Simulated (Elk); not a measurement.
# Dielectric function and optical constants of C

Wanted: where C starts to absorb, how strongly, and its refractive index.

Calculated with Elk 11.2.3 (patched build); DFT, PBE, all-electron APW+lo, Dirac cores, scalar-relativistic bands, independent-particle optical response without local fields.

### Step 1. Starting point

The structure is cubic, space group Fd-3m (No. 227). The conventional cell has a = 3.567 Å, b = 3.567 Å, c = 3.567 Å, α = 90.00°, β = 90.00°, γ = 90.00°. Nearest to C lie 4 C at 1.54 Å.

### Step 2. Ground state

The self-consistent density comes first; it also tells whether there is a gap, which decides the occupations and the need for a Drude term.

This step: DFT, PBE, all-electron APW+lo, Dirac cores, scalar-relativistic bands, ground state (Elk 11.2.3 (patched build)).

File elk.in:

```
tasks
  0
  120

xctype
  20

nempty
  10

lorbcnd
  .true.

rgkmax
  7.0

swidth
  0.0018375

maxscl
  100

epsengy
  1e-05

sppath
  './'

avec
  0.000000000000 3.370080878874 3.370080878874
  3.370080878874 0.000000000000 3.370080878874
  3.370080878874 3.370080878874 0.000000000000

atoms
  1
  'C.in'
  2
  0.750000000000 0.750000000000 0.750000000000   0.000 0.000 0.000
  0.500000000000 0.500000000000 0.500000000000   0.000 0.000 0.000

ngridk
  14 14 14
```

The run is started by

```
$ OMP_NUM_THREADS=4 elk
```

Numbers of over 12 decimals in the logs are rounded to 6 here.

What it wrote:

```text
┌─────────────────────────┐
│ Elk code version 11.2.3 │
└─────────────────────────┘

All units are atomic (Hartree, Bohr, etc.)

┌─────────────────────────────────────────────────┐
│ Ground-state run starting from atomic densities │
└─────────────────────────────────────────────────┘

Lattice vectors :
   0.000000000       3.370080879       3.370080879
   3.370080879       0.000000000       3.370080879
   3.370080879       3.370080879       0.000000000

Reciprocal lattice vectors :
 -0.9322009668      0.9322009668      0.9322009668
  0.9322009668     -0.9322009668      0.9322009668
  0.9322009668      0.9322009668     -0.9322009668

Unit cell volume      :    76.55101733
Brillouin zone volume :    3.240325499

Muffin-tin inner radius fraction :   0.1000000000E-01

Nuclei treated as point charges

Species : 1 (C)
 parameters loaded from : C.in
 name : carbon
 nuclear charge    :   -6.000000000
 electronic charge :    6.000000000
 atomic mass :    21894.16674
 muffin-tin radius :    1.434287827
 number of radial points in muffin-tin :    593
 inner part over the whole radius :   0.9903637110E-02
 number on inner part of muffin-tin    :    403
 approximate nuclear radius :   0.4747601631E-04
 number of mesh points to nuclear radius :    168
 atomic positions (lattice), magnetic fields (Cartesian) :
  1 :   0.12500000  0.12500000  0.12500000    0.00000000  0.00000000  0.00000000
  2 :  -0.12500000 -0.12500000 -0.12500000    0.00000000  0.00000000  0.00000000

Total number of atoms per unit cell :    2
Total muffin-tin volume :    24.71880904
 ratio of muffin-tin to unit cell volume :   0.3229063427

Spin treatment :
 spin-unpolarised

Number of Bravais lattice symmetries :   48
Number of crystal symmetries         :   48
Crystal has inversion symmetry
Real symmetric eigensolver will be used

k-point grid :     14    14    14
k-point offset :    0.000000000       0.000000000       0.000000000
k-point set is reduced with full crystal symmetry group
Total number of k-points :      104

Muffin-tin radius times maximum |G+k| :    7.000000000
 using average radius
Maximum |G+k| for APW functions       :    4.880470899
Maximum (1/2)|G+k|²                   :    11.90949810
Maximum |G| for potential and density :    12.00000000
Constant for pseudocharge density :    4
 order of it for each species :   11
 order of it for pair densities of each species (exact exchange by exxq0 0: 11) :   10
Radial integration step length :    1

G-vector grid sizes :     20    20    20
Number of G-vectors :     2229

Maximum angular momentum used for
 APW functions            :    8
 outer part of muffin-tin :    6
 inner part of muffin-tin :    2

Total nuclear charge    :   -12.00000000
Total core charge       :    4.000000000
Total valence charge    :    8.000000000
Total excess charge     :    0.000000000
Total electronic charge :    12.00000000

Effective Wigner radius, rₛ :    1.150518758

Number of empty states         :     20
Total number of valence states :     25
Total number of core states    :      4

Conduction state local-orbitals added automatically
Third-order local-orbitals added for an l without core states : F
Total number of local-orbitals :    108

Exchange-correlation functional :     20     0     0
 Perdew-Burke-Ernzerhof, Phys. Rev. Lett. 77, 3865 (1996)
 gradient requirement :    1
 generalised gradient approximation (GGA)

Smearing type :    3
 Fermi-Dirac
Smearing width :   0.1837500000E-02
Effective electronic temperature (K) :    580.2366081

Mixing type :    3
 Broyden mixing, J. Phys. A: Math. Gen. 17, L317 (1984)

Kohn-Sham potential initialised from atomic data

┌──────────────────────────────┐
│ Self-consistent loop started │
└──────────────────────────────┘

┌─────────────────┐
│ Loop number : 1 │
└─────────────────┘

Energies :
 Fermi                       :     0.328621
 sum of occupied eigenvalues :     -38.203637598424
 electron kinetic            :      75.999732338146
 core electron kinetic       :      63.847023900117
 Coulomb                     :     -141.58176607479
 Coulomb potential           :     -98.566498884356
 nuclear-nuclear             :     -28.771549331920
 electron-nuclear            :     -127.88623691698
 Hartree                     :      15.076020174108
 Madelung                    :     -92.298516632614
 xc potential                :     -15.636871052213
 exchange                    :     -10.461294954945
 correlation                 :    -0.440988
 electron entropic           :    -0.33864835204480E-11
 total energy                :     -76.484316511765

Density of states at Fermi energy :   0.5442787042E-07
 (states/Hartree/unit cell)

Estimated indirect band gap :   0.1758749001
 from k-point 1 to k-point 49
Estimated direct band gap   :   0.2192833107
 at k-point 1

Charges :
 core                        :    4.000000000
 valence                     :    8.000000000
 interstitial                :    3.106646746
 muffin-tins (core leakage)
  species : 1 (C)
   atom 1                    :    4.446676627     (  0.8813865305E-04)
   atom 2                    :    4.446676627     (  0.8813865305E-04)
 total in muffin-tins        :    8.893353254
 total calculated charge     :    11.99990861
 total charge                :    12.00000000
 error                       :   0.9139079937E-04

┌─────────────────┐
│ Loop number : 2 │
└─────────────────┘

Energies :
 Fermi                       :     0.329919
 sum of occupied eigenvalues :     -38.186833809379
 electron kinetic            :      75.302656270015
 core electron kinetic       :      63.497506589942
 Coulomb                     :     -141.57791008902
 Coulomb potential           :     -98.565515907200
 nuclear-nuclear             :     -28.771549331920
 electron-nuclear            :     -127.87948732624
 Hartree                     :      15.073126569149
 Madelung                    :     -92.295152135416
 xc potential                :     -14.923974172194
 exchange                    :     -10.460728589388
 correlation                 :    -0.441034
 electron entropic           :    -0.33862710720290E-11
 total energy                :     -77.177016664275

Density of states at Fermi energy :   0.5442791385E-07
 (states/Hartree/unit cell)

Estimated indirect band gap :   0.1756167892
 from k-point 1 to k-point 49
Estimated direct band gap   :   0.2191400004
 at k-point 1

Charges :
 core                        :    4.000000000
 valence                     :    8.000000000
 interstitial                :    3.107810106
 muffin-tins (core leakage)
  species : 1 (C)
   atom 1                    :    4.446094947     (  0.8816050291E-04)
   atom 2                    :    4.446094947     (  0.8816050291E-04)
 total in muffin-tins        :    8.892189894
 total calculated charge     :    11.99990846
 total charge                :    12.00000000
 error                       :   0.9153838201E-04

RMS change in Kohn-Sham potential (target) :    5.256745153     (  0.1000000000E-05)
Absolute change in total energy (target)   :   0.6927001525     (  0.1000000000E-04)

[... 12 loops left out ...]

┌──────────────────┐
│ Loop number : 15 │
└──────────────────┘

Energies :
 Fermi                       :     0.462555
 sum of occupied eigenvalues :     -36.534281312222
 electron kinetic            :      75.929735272130
 core electron kinetic       :      63.826426618561
 Coulomb                     :     -141.26906941277
 Coulomb potential           :     -98.501872430480
 nuclear-nuclear             :     -28.771549331920
 electron-nuclear            :     -127.32430576574
 Hartree                     :      14.826785684892
 Madelung                    :     -92.018133197533
 xc potential                :     -13.962144153872
 exchange                    :     -10.413187696000
 correlation                 :    -0.445170
 electron entropic           :    -0.33681219249316E-11
 total energy                :     -76.197692242184

Density of states at Fermi energy :   0.5442785988E-07
 (states/Hartree/unit cell)

Estimated indirect band gap :   0.1523928638
 from k-point 1 to k-point 49
Estimated direct band gap   :   0.2058176498
 at k-point 1

Charges :
 core                        :    4.000000000
 valence                     :    8.000000000
 interstitial                :    3.210703524
 muffin-tins (core leakage)
  species : 1 (C)
   atom 1                    :    4.394648238     (  0.8936429495E-04)
   atom 2                    :    4.394648238     (  0.8936429495E-04)
 total in muffin-tins        :    8.789296476
 total calculated charge     :    11.99989672
 total charge                :    12.00000000
 error                       :   0.1032823921E-03

RMS change in Kohn-Sham potential (target) :   0.5746689972E-07 (  0.1000000000E-05)
Absolute change in total energy (target)   :   0.2629042385E-05 (  0.1000000000E-04)

Convergence targets achieved

┌──────────────────┐
│ Loop number : 16 │
└──────────────────┘

Energies :
 Fermi                       :     0.462555
 sum of occupied eigenvalues :     -36.534281300474
 electron kinetic            :      75.929735265230
 core electron kinetic       :      63.826426640973
 Coulomb                     :     -141.26906939790
 Coulomb potential           :     -98.501872437690
 nuclear-nuclear             :     -28.771549331920
 electron-nuclear            :     -127.32430573011
 Hartree                     :      14.826785664128
 Madelung                    :     -92.018133179060
 xc potential                :     -13.962144128013
 exchange                    :     -10.413187692724
 correlation                 :    -0.445170
 electron entropic           :    -0.33681219299801E-11
 total energy                :     -76.197692231272

Density of states at Fermi energy :   0.5442785972E-07
 (states/Hartree/unit cell)

Estimated indirect band gap :   0.1523928622
 from k-point 1 to k-point 49
Estimated direct band gap   :   0.2058176481
 at k-point 1

Charges :
 core                        :    4.000000000
 valence                     :    8.000000000
 interstitial                :    3.210703535
 muffin-tins (core leakage)
  species : 1 (C)
   atom 1                    :    4.394648233     (  0.8936429440E-04)
   atom 2                    :    4.394648233     (  0.8936429440E-04)
 total in muffin-tins        :    8.789296465
 total calculated charge     :    11.99989672
 total charge                :    12.00000000
 error                       :   0.1032823921E-03

┌──────────────────────────────┐
│ Self-consistent loop stopped │
└──────────────────────────────┘

Wrote STATE.OUT
```

Wall time 7.7 s (4 threads of Arm Neoverse V2, shared host); peak memory 0.07 GiB; 27 s of CPU time.

This step gave:

```
total energy           : -76.20 Ha
Fermi energy           : 12.59 eV
DOS at the Fermi level : 2.00e-9 states/eV/cell
gap on the k-mesh      : 4.147 eV
direct gap on the mesh : 5.601 eV
```

There is a gap, 4.15 eV on this mesh (points off the mesh can give less), so no carriers' term is needed.

### Step 3. Independent particles

The spectrum is a sum over vertical transitions between filled and empty bands at the fixed density, so many empty bands are needed.

This step: DFT, PBE, all-electron APW+lo, Dirac cores, scalar-relativistic bands, independent-particle optical response without local fields (Elk 11.2.3 (patched build)).

elk.in: that of step 2 with these lines changed.

```diff
@@ -1,4 +1,6 @@
 tasks
-  0
-  120
+  121
+
+optcomp
+  1 1
 
@@ -17,9 +19,7 @@
 swidth
-  0.0018375
+  0.0055124
 
-maxscl
-  100
-
-epsengy
-  1e-05
+wplot
+  400 100 0
+  0.0 0.51449
```

The run is started by

```
$ OMP_NUM_THREADS=4 elk
```

What it wrote:

```text
┌─────────────────────────────────┐
│ Elk code version 11.2.3 started │
└─────────────────────────────────┘

Info(readinput): the functional depends on the density's gradient
 muffin-tin radial points multiplied by    2.00000
 (not where nrmtscf is given)

┌────────────────────┐
│ Current task : 121 │
└────────────────────┘
Info(checkmt): changed muffin-tin radius of species 1 (C) from   1.8000 to   1.4343

Info(findsymcrys): atomic basis shift (lattice) :
  0.3750000000      0.3750000000      0.3750000000
See GEOMETRY.OUT for new atomic positions

Info(dielectric):
 dielectric tensor written to EPSILON_ij.OUT
 optical conductivity written to SIGMA_ij.OUT
 for components
  i = 1, j = 1

┌──────────────────┐
│ Elk code stopped │
└──────────────────┘
```

Wall time 1.2 s (4 threads); peak memory 0.04 GiB; 4.8 s of CPU time.

Numbers from this step:

* electronic dielectric constant ε∞, mean over x, y and z (by symmetry where fewer were run): 5.871
* main peak of Im epsilon, first axis: 11.06 eV

The Im ε, E ∥ x has structure finer than the step of the table below, so its rows give means over 0.5 eV, whole bins alone (the curve runs from 0 to 14.0 eV). Peaks (eV: height): 11.06: 22.8, 12.04: 20.0.

Values under the direct gap are tails of Lorentzian lines. Table of Im ε, E ∥ x by photon energy; means over each step:

| photon energy (eV) | Im ε, E ∥ x |
| --- | --- |
| 0.5 | 0.00671 |
| 1.0 | 0.0137 |
| 1.5 | 0.0212 |
| 2.0 | 0.0297 |
| 2.5 | 0.0396 |
| 3.0 | 0.0518 |
| 3.5 | 0.0677 |
| 4.0 | 0.0903 |
| 4.5 | 0.127 |
| 5.0 | 0.208 |
| 5.5 | 0.604 |
| 6.0 | 1.94 |
| 6.5 | 2.06 |
| 7.0 | 3.51 |
| 7.5 | 3.00 |
| 8.0 | 4.45 |
| 8.5 | 4.40 |
| 9.0 | 4.91 |
| 9.5 | 6.92 |
| 10.0 | 7.07 |
| 10.5 | 11.5 |
| 11.0 | 19.3 |
| 11.5 | 14.0 |
| 12.0 | 17.4 |
| 12.5 | 9.94 |
| 13.0 | 4.74 |
| 13.5 | 4.37 |

Re ε, E ∥ x against photon energy:

| photon energy (eV) | Re ε, E ∥ x |
| --- | --- |
| 0.0 | 5.87 |
| 0.5 | 5.88 |
| 1.0 | 5.92 |
| 1.5 | 5.97 |
| 2.0 | 6.06 |
| 2.5 | 6.17 |
| 3.0 | 6.32 |
| 3.5 | 6.52 |
| 4.0 | 6.78 |
| 4.5 | 7.13 |
| 5.0 | 7.65 |
| 5.5 | 8.51 |
| 6.0 | 9.80 |
| 6.5 | 7.96 |
| 7.0 | 9.53 |
| 7.5 | 7.81 |
| 8.0 | 9.46 |
| 8.5 | 8.69 |
| 9.0 | 9.66 |
| 9.5 | 9.30 |
| 10.0 | 10.4 |
| 10.5 | 12.2 |
| 11.0 | 8.56 |
| 11.5 | 1.14 |
| 12.0 | -0.341 |
| 12.5 | -8.23 |
| 13.0 | -5.43 |
| 13.5 | -2.39 |

The loss function −Im 1/ε at q → 0, E ∥ x has structure finer than the step of the table below, so its rows give means over 0.5 eV, whole bins alone (the curve runs from 0 to 14.0 eV). Peaks (eV: height): 7.28: 0.0545, 11.48: 0.0762, 13.69: 0.206.

Values under the direct gap are tails of Lorentzian lines. The loss function −Im 1/ε at q → 0, E ∥ x by energy loss; means over each step:

energy loss (eV), loss function −Im 1/ε at q → 0, E ∥ x and a bar:
```
      0.5      0.000 
      1.0      0.000 
      1.5      0.001 
      2.0      0.001 
      2.5      0.001 
      3.0      0.001 
      3.5      0.002 
      4.0      0.002 
      4.5      0.002 
      5.0      0.004 #
      5.5      0.008 #
      6.0      0.021 ###
      6.5      0.029 #####
      7.0      0.036 ######
      7.5      0.041 #######
      8.0      0.043 #######
      8.5      0.046 ########
      9.0      0.041 #######
      9.5      0.050 ########
     10.0      0.044 #######
     10.5      0.041 #######
     11.0      0.043 #######
     11.5      0.071 ############
     12.0      0.055 #########
     12.5      0.060 ##########
     13.0      0.097 ################
     13.5      0.182 ##############################
```

The refractive index n and extinction k by photon energy:

| photon energy (eV) | n | k |
| --- | --- | --- |
| 0.0 | 2.42 | 0 |
| 0.5 | 2.43 | 0.00138 |
| 1.0 | 2.43 | 0.00281 |
| 1.5 | 2.44 | 0.00433 |
| 2.0 | 2.46 | 0.00601 |
| 2.5 | 2.48 | 0.00794 |
| 3.0 | 2.51 | 0.0103 |
| 3.5 | 2.55 | 0.0132 |
| 4.0 | 2.60 | 0.0172 |
| 4.5 | 2.67 | 0.0235 |
| 5.0 | 2.77 | 0.0363 |
| 5.5 | 2.92 | 0.108 |
| 6.0 | 3.14 | 0.265 |
| 6.5 | 2.84 | 0.311 |
| 7.0 | 3.14 | 0.569 |
| 7.5 | 2.84 | 0.504 |
| 8.0 | 3.20 | 0.874 |
| 8.5 | 3.05 | 0.789 |
| 9.0 | 3.20 | 0.749 |
| 9.5 | 3.23 | 1.06 |
| 10.0 | 3.38 | 1.04 |
| 10.5 | 3.80 | 1.50 |
| 11.0 | 4.00 | 2.72 |
| 11.5 | 2.67 | 2.45 |
| 12.0 | 3.10 | 3.15 |
| 12.5 | 1.47 | 3.22 |
| 13.0 | 0.896 | 2.50 |
| 13.5 | 1.19 | 1.95 |

The reflectivity at normal incidence, E ∥ x has structure finer than the step of the table below, so its rows give means over 0.5 eV, whole bins alone (the curve runs from 0 to 14.0 eV). Peaks (eV: height): 11.16: 53.9, 12.88: 66.2.

Reflectivity at normal incidence, E ∥ x against photon energy; means over each step:

photon energy (eV), reflectivity at normal incidence, E ∥ x (%) and a bar from the least value:
```
      0.5       17.3 
      1.0       17.4 
      1.5       17.6 
      2.0       17.8 
      2.5       18.2 #
      3.0       18.6 #
      3.5       19.1 #
      4.0       19.8 ##
      4.5       20.7 ##
      5.0       22.0 ###
      5.5       23.8 ####
      6.0       26.4 ######
      6.5       24.4 #####
      7.0       27.6 #######
      7.5       25.0 #####
      8.0       28.6 #######
      8.5       27.8 #######
      9.0       30.0 ########
      9.5       32.4 ##########
     10.0       33.5 ##########
     10.5       40.0 ###############
     11.0       49.8 #####################
     11.5       47.1 ###################
     12.0       53.9 #######################
     12.5       64.1 ##############################
     13.0       62.1 #############################
     13.5       43.4 #################
```

From ε follow the optical constants at some laser and lamp lines:

| wavelength (nm) | n | k | R (%) | 1/α |
| --- | --- | --- | --- | --- |
| 1550 | 2.43 | 0.002 | 17.4 | 55 µm |
| 1064 | 2.44 | 0.003 | 17.5 | 26 µm |
| 800 | 2.45 | 0.004 | 17.6 | 14 µm |
| 633 | 2.46 | 0.006 | 17.8 | 8.6 µm |
| 532 | 2.48 | 0.007 | 18.0 | 5.8 µm |
| 365 | 2.54 | 0.013 | 19.0 | 2.3 µm |
| 193 | 2.81 | 0.388 | 23.4 | 40 nm |

Below the direct gap, k and the depth come from the tails of the Lorentzian lines, not from transitions.

Rows near the edge hang on the gap, which this functional as a rule makes too small, and phonon-assisted absorption is left out.

### Step 4. Summary of results

| Quantity | Value |
| --- | --- |
| electronic dielectric constant ε∞, mean over x, y and z (by symmetry where fewer were run) (independent particles) | 5.87 |
| main peak of Im epsilon, first axis | 11.1 eV |

At this level (PBE, independent particles) C has ε∞ = 5.87 and n = 2.43 at 1550 nm, and Im ε peaks at 11.1 eV. On the mesh the gap is 4.15 eV and the least direct gap 5.60 eV, so on this mesh the band edges lie at different points. Distinct maxima of Im ε, read by a parabola through the highest points, lie at 8.03 eV (5.7), 9.68 eV (7.3), 11.06 eV (23) and 12.05 eV (20). Excitons and phonon-assisted transitions are missing, and so are local fields; PBE gaps are as a rule too small, which pulls the onset down and ε∞ up. The sum runs over mesh points, so small or evenly spaced maxima can still be ripples of the mesh.

[Machine, clock and banner lines and Python warnings are left out of the logs.]

[Logs are printed without paths, hosts, clocks, repeated set-up lines and the standing remarks that a program may print on its own settings, such as how far it seeks lower states.]

[Hosts, paths, dates, database ids (printed as entryN), source tags and the programs' standing remarks are cut or masked in the printed files.]
